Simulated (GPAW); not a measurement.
# Magnetic state of Co2 Ru6 Co2 0001 from several starts

Aim: find out whether Co2 Ru6 Co2 0001 carries moments, and which collinear order costs least.

Method: PBE; plane waves with GPAW's PAW setups, scalar-relativistic, in GPAW 26.7.0.

The raw output is cut from this account; settings, times and results stay.

## (1) Set-up

The cell holds 10 atoms: 4 Co and 6 Ru. Cell: a = 2.706 Å, b = 2.706 Å, c = 30.119 Å, α = 90.0°, β = 90.0°, γ = 120.0°. ideal sites on the substrate's mesh, layer spacings from atomic volumes, unrelaxed, 12 A of vacuum. Vacuum lies along c.

## (2) Run 1 (ferro ++++)

The parallel start comes first: it fits the smallest cell, keeps the most symmetry and shows whether parallel moments form.

The input, order1.py:

```python
import json
import numpy as np
from ase import Atoms
from ase.parallel import paropen, parprint
from gpaw import GPAW

atoms = Atoms(['Co', 'Co', 'Ru', 'Ru', 'Ru', 'Ru', 'Ru', 'Ru', 'Co', 'Co'],
    cell=[[2.706, 0.0, 0.0],
         [-1.353, 2.343465, 0.0],
         [0.0, 0.0, 30.119]],
    scaled_positions=[[0.0, 0.0, 0.19921],
         [0.333333, 0.666667, 0.257326],
         [0.0, 0.0, 0.321987],
         [0.333333, 0.666667, 0.393192],
         [0.0, 0.0, 0.464397],
         [0.333333, 0.666667, 0.535603],
         [0.0, 0.0, 0.606808],
         [0.333333, 0.666667, 0.678013],
         [0.0, 0.0, 0.742674],
         [0.333333, 0.666667, 0.80079]],
    pbc=True,
    magmoms=[1.8, 1.8, 0.0, 0.0, 0.0, 0.0, 0.0, 0.0, 1.8, 1.8])
atoms.calc = GPAW(mode={'name': 'pw', 'ecut': 450},
    xc='PBE',
    kpts={'size': (20, 20, 1), 'gamma': True},
    occupations={'name': 'fermi-dirac', 'width': 0.05},
    convergence={'density': 1e-05, 'energy': 1e-05},
    maxiter=250,
    mixer={'name': 'pulay', 'beta': 0.03, 'nmaxold': 8, 'weight': 100},
    symmetry={'tolerance': 1e-4},
    txt='order1.txt')
e = atoms.get_potential_energy(force_consistent=True)
res = {'free_energy': e, 'energy_sigma0': atoms.get_potential_energy(), 'fermi_energy': atoms.calc.get_fermi_level()}
res['moments'] = atoms.get_magnetic_moments().tolist()
res['total'] = atoms.get_magnetic_moment()
parprint('site moments (muB):', np.round(res['moments'], 3))
parprint(f"total moment: {res['total']:.3f} muB")
parprint(f'free energy: {e:.6f} eV')
atoms.calc.write('order1.gpw')
with paropen('results.json', 'w') as f:
    json.dump(res, f)
```

Command:

```bash
OMP_NUM_THREADS=1 mpirun -n 8 gpaw python order1.py > order1.log
```

It took 3.7 min on 8 MPI ranks of Intel Xeon 6975P-C (Granite Rapids), shared host; peak memory 2.5 GiB; 28 min of CPU time.

Spin moment in the augmentation sphere by atom:

| atom | spin moment in the augmentation sphere (μB) |
| --- | --- |
| Co1 | 1.84 |
| Co2 | 1.48 |
| Ru3 | -0.03 |
| Ru4 | -0.06 |
| Ru5 | 0.03 |
| Ru6 | 0.03 |
| Ru7 | -0.06 |
| Ru8 | -0.03 |
| Co9 | 1.48 |
| Co10 | 1.84 |

Numbers from this step:

| Item | Value |
| --- | --- |
| magnetization | 6.355 μB |
| final state | ferromagnetic |

After 57 cycles the largest moment stands at 1.84 μB.

## (3) Start 2: antiferro ++--

Another pattern of signs weighs the neighbour shells otherwise.

order2.py is the script of step 2 with these lines changed:

```diff
@@ -21,3 +21,3 @@
     pbc=True,
-    magmoms=[1.8, 1.8, 0.0, 0.0, 0.0, 0.0, 0.0, 0.0, 1.8, 1.8])
+    magmoms=[1.8, 1.8, 0.0, 0.0, 0.0, 0.0, 0.0, 0.0, -1.8, -1.8])
 atoms.calc = GPAW(mode={'name': 'pw', 'ecut': 450},
@@ -30,3 +30,3 @@
     symmetry={'tolerance': 1e-4},
-    txt='order1.txt')
+    txt='order2.txt')
 e = atoms.get_potential_energy(force_consistent=True)
@@ -38,3 +38,3 @@
 parprint(f'free energy: {e:.6f} eV')
-atoms.calc.write('order1.gpw')
+atoms.calc.write('order2.gpw')
 with paropen('results.json', 'w') as f:
```

Command:

```bash
OMP_NUM_THREADS=1 mpirun -n 8 gpaw python order2.py > order2.log
```

It took 4 min on 8 MPI ranks; peak memory 2.5 GiB.

Spin moment in the augmentation sphere by atom:

| atom | spin moment in the augmentation sphere (μB) |
| --- | --- |
| Co1 | 1.85 |
| Co2 | 1.48 |
| Ru3 | -0.02 |
| Ru4 | -0.04 |
| Ru5 | 0.02 |
| Ru6 | -0.02 |
| Ru7 | 0.04 |
| Ru8 | 0.02 |
| Co9 | -1.48 |
| Co10 | -1.85 |

This step gave:

- magnetization: 0 μB
- final state: antiferromagnetic

It lies 1.88 meV a seeded atom over the first start, and its largest moment is 1.85 μB against 1.84 μB.

## (4) Order 3, typed as no spin polarisation

A run without seeds gives the zero against which the gain from the moments is read.

nospin.py is the script of step 3 with these lines changed:

```diff
@@ -20,4 +20,3 @@
          [0.333333, 0.666667, 0.80079]],
-    pbc=True,
-    magmoms=[1.8, 1.8, 0.0, 0.0, 0.0, 0.0, 0.0, 0.0, -1.8, -1.8])
+    pbc=True)
 atoms.calc = GPAW(mode={'name': 'pw', 'ecut': 450},
@@ -30,11 +29,7 @@
     symmetry={'tolerance': 1e-4},
-    txt='order2.txt')
+    txt='nospin.txt')
 e = atoms.get_potential_energy(force_consistent=True)
 res = {'free_energy': e, 'energy_sigma0': atoms.get_potential_energy(), 'fermi_energy': atoms.calc.get_fermi_level()}
-res['moments'] = atoms.get_magnetic_moments().tolist()
-res['total'] = atoms.get_magnetic_moment()
-parprint('site moments (muB):', np.round(res['moments'], 3))
-parprint(f"total moment: {res['total']:.3f} muB")
 parprint(f'free energy: {e:.6f} eV')
-atoms.calc.write('order2.gpw')
+atoms.calc.write('nospin.gpw')
 with paropen('results.json', 'w') as f:
```

Command:

```bash
OMP_NUM_THREADS=1 mpirun -n 8 gpaw python nospin.py > nospin.log
```

It took 2.3 min on 8 MPI ranks; peak memory 2.1 GiB; 14 min of CPU time.

This step gave:

- final state: non-magnetic (no spin polarisation)

It lies 284 meV a seeded atom over the first start.

## (5) Ranking

Energies are divided by the number of seeded atoms, so that cells of unlike size compare.

Orders:

| start | final state | typed order kept | energy over the lowest (meV a seeded atom) | largest site moment (μB) | net moment (μB a primitive cell) | mesh matched | CPU time (s) |
| --- | --- | --- | --- | --- | --- | --- | --- |
| ferro ++++ | ferromagnetic | yes | 0 | 1.838 | 6.355 | yes | 1677 |
| antiferro ++-- | antiferromagnetic | yes | 1.882 | 1.846 | 0 | yes | 1616 |
| no spin polarisation | non-magnetic | - | 284 | 0 | 0 | yes | 867.4 |

## (6) Results

| Quantity | Value |
| --- | --- |
| lowest state found | ferromagnetic (typed ferro ++++) |
| largest site moment | 1.84 μB |
| next state | antiferromagnetic, 1.88 meV a seeded atom higher |
| energy gained by spin polarisation | 284 meV a seeded atom |

What this shows: The lowest state found is ferromagnetic, reached from the start ferro ++++, with moments up to 1.84 μB. The two lowest states lie so close that the mesh, the functional or spin–orbit coupling could swap them. Only 3 starts were tried; other collinear patterns, canted and longer-period orders were not.

[Long decimals in the printed logs are rounded to 6 places.]

[Logs and program files are shortened in this print: banners, set-up blocks, solver, clock and traceback lines can be left out without a mark of their own.]

[Logs are printed without paths, hosts, clocks, repeated set-up lines and the standing remarks that a program may print on its own settings, such as how far it seeks lower states.]

[Hosts, paths, dates, database ids (printed as entryN), source tags and the programs' standing remarks are cut or masked in the printed files.]

[Where the starting crystal was built by hand or by swapping elements, it need not be the compound's stable phase.]

[Where a cell is said to come from a database of computed structures, the database is the Materials Project.]

[Runs that the program refused, that were killed for memory or that had too few empty states are not shown or counted.]

[Lattice constants of own cells that a recipe calls measured were typed without a cited source.]
